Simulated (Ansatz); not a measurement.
## Au wire along [110], 19 atoms a period: bands along the axis

Aim: is the Au wire along [110], 19 atoms a period a metal or a semiconductor?

Method: DFT PBE, plane waves, PAW; relaxation of a wire's period; PAW set soft_1, in the first sound run; inputs show where later runs differ, in Ansatz 0.2.0.

### 1. Starting point

The cell holds 19 atoms: 19 Au. Cell: a = 15.120 Å, b = 18.566 Å, c = 2.942 Å, α = 90.0°, β = 90.0°, γ = 90.0°. Vacuum lies along a and b. The structure's axis is c.

### 2. Relaxing the period

Band widths follow the bond lengths, so the wire is relaxed first. The atoms and the third cell vector are free; the box across stays fixed as vacuum. A Fermi-Dirac smearing is set since the result may be a metal. The pressure printed is a third of the stress's trace over the whole box, vacuum included; only the stress along the axis is relaxed.

Input file input.yaml:

```yaml
crystal:
  lattice:
    - [15.12, 0.0, 0.0]
    - [0.0, 18.566, 0.0]
    - [0.0, 0.0, 2.9415642097]
  atoms:
    - { symbol: Au, position: [0.224867725, 0.658445149, 0.0] }
    - { symbol: Au, position: [0.224867725, 0.500006917, 0.0] }
    - { symbol: Au, position: [0.5, 0.658445149, 0.0] }
    - { symbol: Au, position: [0.5, 0.500006917, 0.0] }
    - { symbol: Au, position: [0.5, 0.81688338, 0.0] }
    - { symbol: Au, position: [0.775132275, 0.658445149, 0.0] }
    - { symbol: Au, position: [0.775132275, 0.500006917, 0.0] }
    - { symbol: Au, position: [0.362433862, 0.262349569, 0.5] }
    - { symbol: Au, position: [0.362433862, 0.420787801, 0.5] }
    - { symbol: Au, position: [0.362433862, 0.579226033, 0.5] }
    - { symbol: Au, position: [0.362433862, 0.737664264, 0.5] }
    - { symbol: Au, position: [0.637566138, 0.262349569, 0.5] }
    - { symbol: Au, position: [0.637566138, 0.420787801, 0.5] }
    - { symbol: Au, position: [0.637566138, 0.579226033, 0.5] }
    - { symbol: Au, position: [0.637566138, 0.737664264, 0.5] }
    - { symbol: Au, position: [0.224867725, 0.341568685, 0.0] }
    - { symbol: Au, position: [0.5, 0.341568685, 0.0] }
    - { symbol: Au, position: [0.5, 0.183130454, 0.0] }
    - { symbol: Au, position: [0.775132275, 0.341568685, 0.0] }
kpoints:
  mp_grid: { grid: [1, 1, 28] }
scf:
  occupations: { method: fermi_dirac, width: 0.05 }
hamiltonian:
  xc: pbe
  pseudopotentials: { kind: paw, azcp: { folder: soft_1 } }
relax:
  cell: { fix: [a, b, alpha, beta, gamma] }
  max_steps: 45
  f_tol: 0.03
```

Run with:

```sh
> ansatz run input.yaml --threads 4 --pin off --max-ram 16384MiB --backend cpu --events-out ev --progress --plain --runs-dir out
```

Numbers of over 12 decimals in the logs are rounded to 6 here.

The log of the run:

```text
Engine: ansatz 0.2.0, aarch64-unknown-linux-gnu
Pseudopotentials: kind: paw
Pseudopotential: Au, paw, valence charge 19, recommended cutoff 420 eV (normal), soft_1/Au.paw.azcp
Functional definition: PBE
  parameter kappa = 0.804
  parameter beta = 0.066725
  exchange = pbe_x(kappa = kappa, mu = beta*pi^2/3)
  correlation = pbe_c(beta = beta)
Crystal: 19 atoms, lattice volume = 825.750 Å³
Basis set: ecut = 420 eV, 16041 PW (Γ), exchange–correlation on 216×250×40 points (8 copies of the dense FFT grid, shifted against one another)
Bands: 217, of which v1, the nominal top of the filled ones, is band 181 counted from 1 (180 counted from 0)
Symmetry: 8 space group operations
Space group: Pmmm (ITA 47), of the structure as read, at distance tolerance 9.4e-5 Å
k-points: 15 of 28
Non-local potential: Au, projectors of the file, l = 0: 3, l = 1: 2, l = 2: 2, l = 3: 1
PAW form: soft (Blöchl's): semilocal exchange-correlation on the pseudo side does not see the compensation charge
PAW one-centre angular grid: Au, 590 points (default); XC on 64 Gauss nodes
Initial density: superposition of atomic densities (neutral atoms: chi_scale 0, normalization atom)
Initial wavefunctions: pseudopotential atomic-orbital guess
Functional: x = pbe(κ = 0.804, μ = 0.219515), c = pbe(β = 0.066725)
SCF iter   1: F=—  HF=-249870.440074 eV  |F-HF|=—  |Δ(HF+E_count)|=         —  Δρ=3.81e-2  dr2=1.51e1  ethr=3.10e-3  ⟨swp⟩=6.4  Hψ=12392  notcnv=0  defer=110
preconditioner: auto → LDOS  [metal: Δε(μ)=0.034 eV  Ē_g=7.706 eV  σ=0.050 eV  W_gap=0.17  n_scr=170 (ndim 8)  ℏωp=18.7 eV  f_vac=0.516  D(μ)=7.16/eV (n_scr^D=32)  β→1.0]
SCF iter   2: F=—  HF=-249870.741225 eV  |F-HF|=—  |Δ(HF+E_count)|=   3.01e-1  Δρ=4.01e-2  dr2=1.36e1  ethr=3.10e-3  ⟨swp⟩=3.0  Hψ=7766  notcnv=0  defer=379
SCF iter   3: F=—  HF=-249866.502910 eV  |F-HF|=—  |Δ(HF+E_count)|=    4.24e0  Δρ=3.17e-3  dr2=1.43e-1  ethr=3.10e-3  ⟨swp⟩=2.2  Hψ=5761  notcnv=0  defer=383
SCF iter   4: F=—  HF=-249866.487911 eV  |F-HF|=—  |Δ(HF+E_count)|=   1.50e-2  Δρ=1.36e-3  dr2=5.19e-2  ethr=3.97e-5  ⟨swp⟩=2.9  Hψ=6429  notcnv=0  defer=378
SCF iter   5: F=—  HF=-249866.479294 eV  |F-HF|=—  |Δ(HF+E_count)|=   8.62e-3  Δρ=4.37e-4  dr2=2.42e-3  ethr=1.44e-5  ⟨swp⟩=2.0  Hψ=4522  notcnv=0  defer=378
SCF iter   6: F=—  HF=-249866.479666 eV  |F-HF|=—  |Δ(HF+E_count)|=   3.72e-4  Δρ=1.16e-4  dr2=2.21e-4  ethr=6.70e-7  ⟨swp⟩=2.1  Hψ=4457  notcnv=0  defer=378
SCF iter   7: F=—  HF=-249866.479626 eV  |F-HF|=—  |Δ(HF+E_count)|=   3.99e-5  Δρ=3.89e-5  dr2=1.44e-5  ethr=6.11e-8  ⟨swp⟩=2.1  Hψ=4452  notcnv=0  defer=378
SCF iter   8: F=—  HF=-249866.479092 eV  |F-HF|=—  |Δ(HF+E_count)|=   5.34e-4  Δρ=1.48e-5  dr2=1.84e-6  ethr=3.98e-9  ⟨swp⟩=2.9  Hψ=5745  notcnv=0  defer=378
SCF iter   9: F=—  HF=-249866.479094 eV  |F-HF|=—  |Δ(HF+E_count)|=   1.16e-6  Δρ=4.30e-6  dr2=3.35e-7  ethr=5.11e-10  ⟨swp⟩=2.0  Hψ=4458  notcnv=0  defer=378
SCF iter  10: F=-249866.479093 eV  HF=-249866.479093 eV  |F-HF|=3.32e-9  |Δ(HF+E_count)|=   2.30e-8  Δρ=1.45e-6  dr2=2.28e-8  ethr=2.77e-11  ⟨swp⟩=5.0  Hψ=11777  notcnv=0
SCF 1 converged in 10 iterations: F = -249866.479093 eV  dr2 = 2.28e-8
  greatest PAW one-centre occupation: 1.000 electrons in one spin orbital (limit 2), on the Au atom at site 3 (counted from 0), in its partial waves of l = 0
relax step   1: F+E_penalty+E_count = -249866.47909348 eV  Δ(F+E_penalty+E_count) = +0.000e0 eV  max|allowed force component| = 5.647e-1 eV/Å  Δτ_max = 0.0000 Å  P = -2.159 GPa  Ω = 825.750 Å³  fix = [a, b, alpha, beta, gamma]  reactions: a -1.484, b -1.645 GPa  (10 SCF iters, dr2 threshold 1.00e-7 eV, accepted)
Crystal: 19 atoms, lattice volume = 785.795 Å³
Basis set: ecut = 420 eV, 15401 PW (Γ), exchange–correlation on 216×250×40 points (8 copies of the dense FFT grid, shifted against one another)
Initial density: handed on by an earlier stage of this run
Initial wavefunctions: those handed on with the density
iter 1 solved again at ethr=1.60e-4 eV; its pass at ethr=3.10e-3 eV (dr2=5.79e-1 eV) is discarded
SCF iter   1: F=—  HF=-249866.922572 eV  |F-HF|=—  |Δ(HF+E_count)|=         —  Δρ=7.24e-3  dr2=5.84e-1  ethr=1.60e-4  ⟨swp⟩=3.7  Hψ=17750  notcnv=0
preconditioner: auto → LDOS  [metal: Δε(μ)=0.030 eV  Ē_g=8.609 eV  σ=0.050 eV  W_gap=0.15  n_scr=162 (ndim 8)  ℏωp=19.2 eV  f_vac=0.524  D(μ)=7.91/eV (n_scr^D=40)  β→1.0]
SCF iter   2: F=—  HF=-249866.928213 eV  |F-HF|=—  |Δ(HF+E_count)|=   5.64e-3  Δρ=6.55e-3  dr2=5.38e-1  ethr=1.60e-4  ⟨swp⟩=3.8  Hψ=6652  notcnv=0
SCF iter   3: F=—  HF=-249866.798214 eV  |F-HF|=—  |Δ(HF+E_count)|=   1.30e-1  Δρ=7.28e-4  dr2=6.60e-3  ethr=1.49e-4  ⟨swp⟩=2.7  Hψ=5701  notcnv=0  defer=117
SCF iter   4: F=—  HF=-249866.797240 eV  |F-HF|=—  |Δ(HF+E_count)|=   9.74e-4  Δρ=2.68e-4  dr2=1.05e-3  ethr=1.83e-6  ⟨swp⟩=3.1  Hψ=6391  notcnv=0  defer=190
SCF iter   5: F=—  HF=-249866.796629 eV  |F-HF|=—  |Δ(HF+E_count)|=   6.11e-4  Δρ=7.57e-5  dr2=8.62e-5  ethr=2.91e-7  ⟨swp⟩=2.1  Hψ=4675  notcnv=0  defer=190
SCF iter   6: F=—  HF=-249866.796633 eV  |F-HF|=—  |Δ(HF+E_count)|=   4.23e-6  Δρ=2.76e-5  dr2=1.37e-5  ethr=2.39e-8  ⟨swp⟩=2.3  Hψ=4726  notcnv=0  defer=190
SCF iter   7: F=-249866.796633 eV  HF=-249866.796634 eV  |F-HF|=1.04e-6  |Δ(HF+E_count)|=   6.58e-7  Δρ=1.08e-5  dr2=1.76e-6  ethr=5.26e-10  ⟨swp⟩=3.2  Hψ=12137  notcnv=0
SCF 2 converged in 7 iterations: F = -249866.796633 eV  dr2 = 1.76e-6
relax step   2: F+E_penalty+E_count = -249866.79663256 eV  Δ(F+E_penalty+E_count) = -3.175e-1 eV  max|allowed force component| = 4.657e-1 eV/Å  Δτ_max = 0.1907 Å  P = +2.342 GPa  Ω = 785.795 Å³  energy of the carried Pulay correction = +5.696e-3 eV  fix = [a, b, alpha, beta, gamma]  reactions: a +2.567, b +2.135 GPa  (7 SCF iters, dr2 threshold 1.90e-6 eV, accepted)
Crystal: 19 atoms, lattice volume = 795.779 Å³
Basis set: ecut = 420 eV, 15541 PW (Γ), exchange–correlation on 216×250×40 points (8 copies of the dense FFT grid, shifted against one another)
iter 1 solved again at ethr=6.20e-5 eV; its pass at ethr=3.10e-3 eV (dr2=2.24e-1 eV) is discarded
SCF iter   1: F=—  HF=-249867.109614 eV  |F-HF|=—  |Δ(HF+E_count)|=         —  Δρ=4.15e-3  dr2=2.35e-1  ethr=6.20e-5  ⟨swp⟩=3.1  Hψ=16222  notcnv=0
preconditioner: auto → LDOS  [metal: Δε(μ)=0.038 eV  Ē_g=8.485 eV  σ=0.050 eV  W_gap=0.19  n_scr=170 (ndim 8)  ℏωp=19.0 eV  f_vac=0.514  D(μ)=7.67/eV (n_scr^D=40)  β→1.0]
SCF iter   2: F=—  HF=-249867.128127 eV  |F-HF|=—  |Δ(HF+E_count)|=   1.85e-2  Δρ=3.81e-3  dr2=2.93e-1  ethr=6.20e-5  ⟨swp⟩=3.2  Hψ=6031  notcnv=0
SCF iter   3: F=—  HF=-249867.067103 eV  |F-HF|=—  |Δ(HF+E_count)|=   6.10e-2  Δρ=4.59e-4  dr2=1.41e-3  ethr=6.20e-5  ⟨swp⟩=2.2  Hψ=5356  notcnv=0
SCF iter   4: F=—  HF=-249867.066503 eV  |F-HF|=—  |Δ(HF+E_count)|=   6.00e-4  Δρ=1.77e-4  dr2=3.84e-4  ethr=3.90e-7  ⟨swp⟩=2.3  Hψ=6107  notcnv=0  defer=21
SCF iter   5: F=—  HF=-249867.066451 eV  |F-HF|=—  |Δ(HF+E_count)|=   5.14e-5  Δρ=8.30e-5  dr2=4.80e-5  ethr=1.06e-7  ⟨swp⟩=2.0  Hψ=4726  notcnv=0  defer=21
SCF iter   6: F=—  HF=-249867.066444 eV  |F-HF|=—  |Δ(HF+E_count)|=   6.96e-6  Δρ=2.11e-5  dr2=4.29e-6  ethr=1.33e-8  ⟨swp⟩=2.0  Hψ=4708  notcnv=0  defer=21
SCF iter   7: F=-249867.066445 eV  HF=-249867.066445 eV  |F-HF|=5.47e-8  |Δ(HF+E_count)|=   7.38e-7  Δρ=5.33e-6  dr2=3.57e-7  ethr=5.26e-10  ⟨swp⟩=4.8  Hψ=10447  notcnv=0
SCF 3 converged in 7 iterations: F = -249867.066445 eV  dr2 = 3.57e-7
relax step   3: F+E_penalty+E_count = -249867.06644507 eV  Δ(F+E_penalty+E_count) = -2.698e-1 eV  max|allowed force component| = 7.576e-2 eV/Å  Δτ_max = 0.0998 Å  P = -0.109 GPa  Ω = 795.779 Å³  energy of the carried Pulay correction = +4.228e-3 eV  fix = [a, b, alpha, beta, gamma]  reactions: a +0.157, b -0.020 GPa  (7 SCF iters, dr2 threshold 1.90e-6 eV, accepted)
Crystal: 19 atoms, lattice volume = 791.098 Å³
Basis set: ecut = 420 eV, 15497 PW (Γ), exchange–correlation on 216×250×40 points (8 copies of the dense FFT grid, shifted against one another)
iter 1 solved again at ethr=2.45e-5 eV; its pass at ethr=3.10e-3 eV (dr2=8.85e-2 eV) is discarded
SCF iter   1: F=—  HF=-249867.117048 eV  |F-HF|=—  |Δ(HF+E_count)|=         —  Δρ=3.52e-3  dr2=9.46e-2  ethr=2.45e-5  ⟨swp⟩=3.4  Hψ=14761  notcnv=0
preconditioner: auto → LDOS  [metal: Δε(μ)=0.051 eV  Ē_g=8.430 eV  σ=0.050 eV  W_gap=0.24  n_scr=162 (ndim 8)  ℏωp=19.1 eV  f_vac=0.510  D(μ)=7.91/eV (n_scr^D=40)  β→1.0]
SCF iter   2: F=—  HF=-249867.121798 eV  |F-HF|=—  |Δ(HF+E_count)|=   4.75e-3  Δρ=2.73e-3  dr2=1.10e-1  ethr=2.45e-5  ⟨swp⟩=2.1  Hψ=5912  notcnv=0
SCF iter   3: F=—  HF=-249867.091391 eV  |F-HF|=—  |Δ(HF+E_count)|=   3.04e-2  Δρ=4.04e-4  dr2=1.76e-3  ethr=2.45e-5  ⟨swp⟩=2.1  Hψ=5706  notcnv=0
SCF iter   4: F=—  HF=-249867.091294 eV  |F-HF|=—  |Δ(HF+E_count)|=   9.66e-5  Δρ=1.67e-4  dr2=4.78e-4  ethr=4.87e-7  ⟨swp⟩=2.0  Hψ=5163  notcnv=0
SCF iter   5: F=—  HF=-249867.090791 eV  |F-HF|=—  |Δ(HF+E_count)|=   5.03e-4  Δρ=4.44e-5  dr2=3.83e-5  ethr=1.32e-7  ⟨swp⟩=2.0  Hψ=4825  notcnv=0
SCF iter   6: F=—  HF=-249867.090789 eV  |F-HF|=—  |Δ(HF+E_count)|=   2.27e-6  Δρ=1.67e-5  dr2=5.71e-6  ethr=1.06e-8  ⟨swp⟩=2.4  Hψ=4824  notcnv=0
SCF iter   7: F=-249867.090789 eV  HF=-249867.090789 eV  |F-HF|=1.38e-7  |Δ(HF+E_count)|=   5.55e-7  Δρ=5.00e-6  dr2=4.20e-7  ethr=1.49e-10  ⟨swp⟩=3.5  Hψ=12397  notcnv=0
SCF 4 converged in 7 iterations: F = -249867.090789 eV  dr2 = 4.20e-7
relax step   4: F+E_penalty+E_count = -249867.09078923 eV  Δ(F+E_penalty+E_count) = -2.434e-2 eV  max|allowed force component| = 4.970e-2 eV/Å  Δτ_max = 0.1007 Å  P = -0.221 GPa  Ω = 791.098 Å³  energy of the carried Pulay correction = +4.912e-3 eV  fix = [a, b, alpha, beta, gamma]  reactions: a -0.139, b -0.119 GPa  (7 SCF iters, dr2 threshold 5.39e-7 eV, accepted)
Crystal: 19 atoms, lattice volume = 788.289 Å³
Basis set: ecut = 420 eV, 15441 PW (Γ), exchange–correlation on 216×250×40 points (8 copies of the dense FFT grid, shifted against one another)
iter 1 solved again at ethr=1.76e-6 eV; its pass at ethr=3.10e-3 eV (dr2=6.36e-3 eV) is discarded
SCF iter   1: F=—  HF=-249867.099658 eV  |F-HF|=—  |Δ(HF+E_count)|=         —  Δρ=8.61e-4  dr2=6.06e-3  ethr=1.76e-6  ⟨swp⟩=3.0  Hψ=15160  notcnv=0
preconditioner: auto → LDOS  [metal: Δε(μ)=0.020 eV  Ē_g=8.472 eV  σ=0.050 eV  W_gap=0.10  n_scr=162 (ndim 8)  ℏωp=19.1 eV  f_vac=0.510  D(μ)=7.92/eV (n_scr^D=40)  β→1.0]
SCF iter   2: F=—  HF=-249867.099779 eV  |F-HF|=—  |Δ(HF+E_count)|=   1.21e-4  Δρ=6.81e-4  dr2=5.82e-3  ethr=1.68e-6  ⟨swp⟩=2.1  Hψ=5901  notcnv=0
SCF iter   3: F=—  HF=-249867.098102 eV  |F-HF|=—  |Δ(HF+E_count)|=   1.68e-3  Δρ=9.72e-5  dr2=1.11e-4  ethr=1.61e-6  ⟨swp⟩=2.1  Hψ=5466  notcnv=0
SCF iter   4: F=—  HF=-249867.097636 eV  |F-HF|=—  |Δ(HF+E_count)|=   4.66e-4  Δρ=3.52e-5  dr2=2.00e-5  ethr=3.09e-8  ⟨swp⟩=2.5  Hψ=5441  notcnv=0
SCF iter   5: F=—  HF=-249867.097632 eV  |F-HF|=—  |Δ(HF+E_count)|=   4.02e-6  Δρ=8.45e-6  dr2=1.17e-6  ethr=5.55e-9  ⟨swp⟩=2.2  Hψ=4842  notcnv=0
SCF iter   6: F=-249867.097632 eV  HF=-249867.097632 eV  |F-HF|=2.11e-8  |Δ(HF+E_count)|=   4.28e-8  Δρ=3.16e-6  dr2=1.34e-7  ethr=1.13e-10  ⟨swp⟩=5.0  Hψ=11527  notcnv=0
SCF 5 converged in 6 iterations: F = -249867.097632 eV  dr2 = 1.34e-7
relax step   5: F+E_penalty+E_count = -249867.09763182 eV  Δ(F+E_penalty+E_count) = -6.843e-3 eV  max|allowed force component| = 6.674e-3 eV/Å  Δτ_max = 0.0208 Å  P = -0.012 GPa  Ω = 788.289 Å³  energy of the carried Pulay correction = +5.326e-3 eV  fix = [a, b, alpha, beta, gamma]  reactions: a +0.016, b -0.032 GPa  (6 SCF iters, dr2 threshold 4.07e-7 eV, accepted)
Initial wavefunctions: pseudopotential atomic-orbital guess (no wavefunctions were taken with the density)
iter 1 solved again at ethr=1.44e-7 eV; its pass at ethr=3.10e-3 eV (dr2=5.20e-4 eV) is discarded
SCF iter   1: F=—  HF=-249867.092573 eV  |F-HF|=—  |Δ(HF+E_count)|=         —  Δρ=8.67e-5  dr2=9.54e-6  ethr=1.44e-7  ⟨swp⟩=4.4  Hψ=24826  notcnv=0
preconditioner: auto → LDOS  [metal: Δε(μ)=0.003 eV  Ē_g=8.469 eV  σ=0.050 eV  W_gap=0.01  n_scr=162 (ndim 8)  ℏωp=19.1 eV  f_vac=0.510  D(μ)=7.94/eV (n_scr^D=40)  β→1.0]
SCF iter   2: F=—  HF=-249867.092155 eV  |F-HF|=—  |Δ(HF+E_count)|=   4.18e-4  Δρ=2.18e-5  dr2=2.50e-6  ethr=2.64e-9  ⟨swp⟩=2.3  Hψ=6202  notcnv=0
SCF iter   3: F=—  HF=-249867.092154 eV  |F-HF|=—  |Δ(HF+E_count)|=   6.85e-7  Δρ=1.08e-5  dr2=9.17e-7  ethr=6.92e-10  ⟨swp⟩=2.7  Hψ=6048  notcnv=0
SCF iter   4: F=—  HF=-249867.092154 eV  |F-HF|=—  |Δ(HF+E_count)|=   2.28e-7  Δρ=2.56e-6  dr2=4.80e-8  ethr=2.54e-10  ⟨swp⟩=2.1  Hψ=4937  notcnv=0
SCF iter   5: F=—  HF=-249867.092154 eV  |F-HF|=—  |Δ(HF+E_count)|=   1.18e-8  Δρ=6.10e-7  dr2=3.95e-9  ethr=1.33e-11  ⟨swp⟩=2.1  Hψ=5870  notcnv=0
SCF iter   6: F=—  HF=-249867.092154 eV  |F-HF|=—  |Δ(HF+E_count)|=  8.44e-10  Δρ=1.76e-7  dr2=3.42e-10  ethr=1.09e-12  ⟨swp⟩=2.1  Hψ=5646  notcnv=0
SCF iter   7: F=-249867.092154 eV  HF=-249867.092154 eV  |F-HF|=5.82e-11  |Δ(HF+E_count)|=  1.16e-10  Δρ=3.63e-8  dr2=1.56e-11  ethr=1.00e-12  ⟨swp⟩=4.8  Hψ=10662  notcnv=0
SCF 6 converged in 7 iterations: F = -249867.092154 eV  dr2 = 1.56e-11
relax step   6: F+E_penalty+E_count = -249867.09215385 eV  Δ(F+E_penalty+E_count) = +5.478e-3 eV  max|allowed force component| = 6.645e-3 eV/Å  Δτ_max = 0.0000 Å  P = -0.012 GPa  Ω = 788.289 Å³  fix = [a, b, alpha, beta, gamma]  reactions: a +0.016, b -0.032 GPa  stress off target by 2.12e-2 GPa on what of the cell is left free  SCF on the basis re-selected at this cell (its energy is not comparable with the rows above)  (7 SCF iters)
basis re-selected at this cell: Δ(F+E_penalty+E_count) = +5.478e-3 eV, ΔP = -0.000 GPa vs the last step (what re-selecting the basis moved, of the pressure what is left beyond the Pulay correction that the steps carried, after the strain that the cell walked since its last selection, with what the two solves' SCF thresholds leave and, on support functions, any second-order correction that the steps lacked; it is no m [...]
SCF converged after 7 iterations
Free energy (F): -249867.092154 eV
Harris-Foulkes:  -249867.092154 eV  (|F-HF|=5.82e-11)
Internal energy: -249867.028600 eV  (E = F + TS)
E sigma→0 (E₀):  -249867.060377 eV
Entropy (-TS):   -0.063554 eV (-3.345 meV/atom)
Fermi energy:    5.363735 eV
--- Per-component energies (eV) ---
  E_band       = -9259.356352
  E_kinetic    = 10976.360210
  E_local      = -258043.811943  (includes V_loc(G=0)·N_el)
  E_nonlocal   = 1865.589229
  E_hartree    = 124215.279675
  E_xc         = -4077.457778
  E_vxc        = -4948.566182  (∫ρ·V_xc dr)
  E_paw        = -184906.514604  (= ΣΔE_a)
  E_vpaw       = -7539.516863  (= ΣTr[D̂ρ^β])
  E_aug_tail   = 0.031232  (compensation charges beyond the density's cutoff)
  E_ewald      = 60103.495379
  E_smearing   = -0.063554  (= −TS)
  E_closure    = 0.000000  (closes the sum)
  Σ components = -249867.092154   (vs F -249867.092154, Δ=0.00e0)
--- Forces (eV/Å), atoms counted from 1 ---
  atom   1  Au    -0.00210328    -0.00664533    -0.00000000
  atom   2  Au    -0.00103377     0.00000000    -0.00000000
  atom   3  Au    -0.00000000     0.00165825    -0.00000000
  atom   4  Au     0.00000000    -0.00000000     0.00000000
  atom   5  Au    -0.00000000    -0.00490350     0.00000000
  atom   6  Au     0.00210328    -0.00664533     0.00000000
  atom   7  Au     0.00103377    -0.00000000     0.00000000
  atom   8  Au     0.00634282    -0.00374346     0.00000000
  atom   9  Au     0.00174177     0.00130143     0.00000000
  atom  10  Au     0.00174177    -0.00130143     0.00000000
  atom  11  Au     0.00634282     0.00374346     0.00000000
  atom  12  Au    -0.00634282    -0.00374346    -0.00000000
  atom  13  Au    -0.00174177     0.00130143    -0.00000000
  atom  14  Au    -0.00174177    -0.00130143    -0.00000000
  atom  15  Au    -0.00634282     0.00374346    -0.00000000
  atom  16  Au    -0.00210328     0.00664533    -0.00000000
  atom  17  Au     0.00000000    -0.00165825     0.00000000
  atom  18  Au     0.00000000     0.00490350    -0.00000000
  atom  19  Au     0.00210328     0.00664533     0.00000000
  max |Σ_I F_I| component: 1.73e-18 eV/Å
--- Stress (GPa, compression-positive) ---
        0.016491       0.000000      -0.000000
        0.000000      -0.031513      -0.000000
       -0.000000      -0.000000      -0.021184
  P = ⅓ Tr σ = -0.0121 GPa (-0.121 kbar)
--- Relaxed structure (5 steps of the walk, 5 accepted, 1 SCFs on fresh bases) ---
  F+E_penalty+E_count = -249867.09215385 eV   max|allowed force component| = 6.645e-3 eV/Å   (the final SCF, on the basis selected at the relaxed cell)
  cell:  # Å, volume = 788.2888 Å³
    - [15.12, 0, 0]
    - [0, 18.566, 0]
    - [0, 0, 2.808117]
  atoms:
    - { symbol: Au, position: [0.226908, 0.657245, -5.822572273443138e-19] }
    - { symbol: Au, position: [0.215700, 0.500000, 2.6159804457350577e-18] }
    - { symbol: Au, position: [0.500000, 0.653764, 0] }
    - { symbol: Au, position: [0.500000, 0.500000, 0] }
    - { symbol: Au, position: [0.500000, 0.804818, 0] }
    - { symbol: Au, position: [0.773092, 0.657245, 5.822572273443149e-19] }
    - { symbol: Au, position: [0.784300, 0.500000, -2.615980445735058e-18] }
    - { symbol: Au, position: [0.353742, 0.256271, 0.5] }
    - { symbol: Au, position: [0.359155, 0.422306, 0.5] }
    - { symbol: Au, position: [0.359155, 0.577694, 0.5] }
    - { symbol: Au, position: [0.353742, 0.743729, 0.5] }
    - { symbol: Au, position: [0.646258, 0.256271, 0.5] }
    - { symbol: Au, position: [0.640845, 0.422306, 0.5] }
    - { symbol: Au, position: [0.640845, 0.577694, 0.5] }
    - { symbol: Au, position: [0.646258, 0.743729, 0.5] }
    - { symbol: Au, position: [0.226908, 0.342755, -5.822572273443152e-19] }
    - { symbol: Au, position: [0.500000, 0.346236, 0] }
    - { symbol: Au, position: [0.500000, 0.195182, 0] }
    - { symbol: Au, position: [0.773092, 0.342755, 5.822572273443138e-19] }
```

It took 6.7 min on 4 threads of Arm Neoverse V1, shared host; peak memory 4 GiB.

[end of part 1 of 2]

[Logs are printed without paths, hosts, clocks, repeated set-up lines and the standing remarks that a program may print on its own settings, such as how far it seeks lower states.]

[Hosts, paths, dates, database ids (printed as entryN), source tags and the programs' standing remarks are cut or masked in the printed files.]
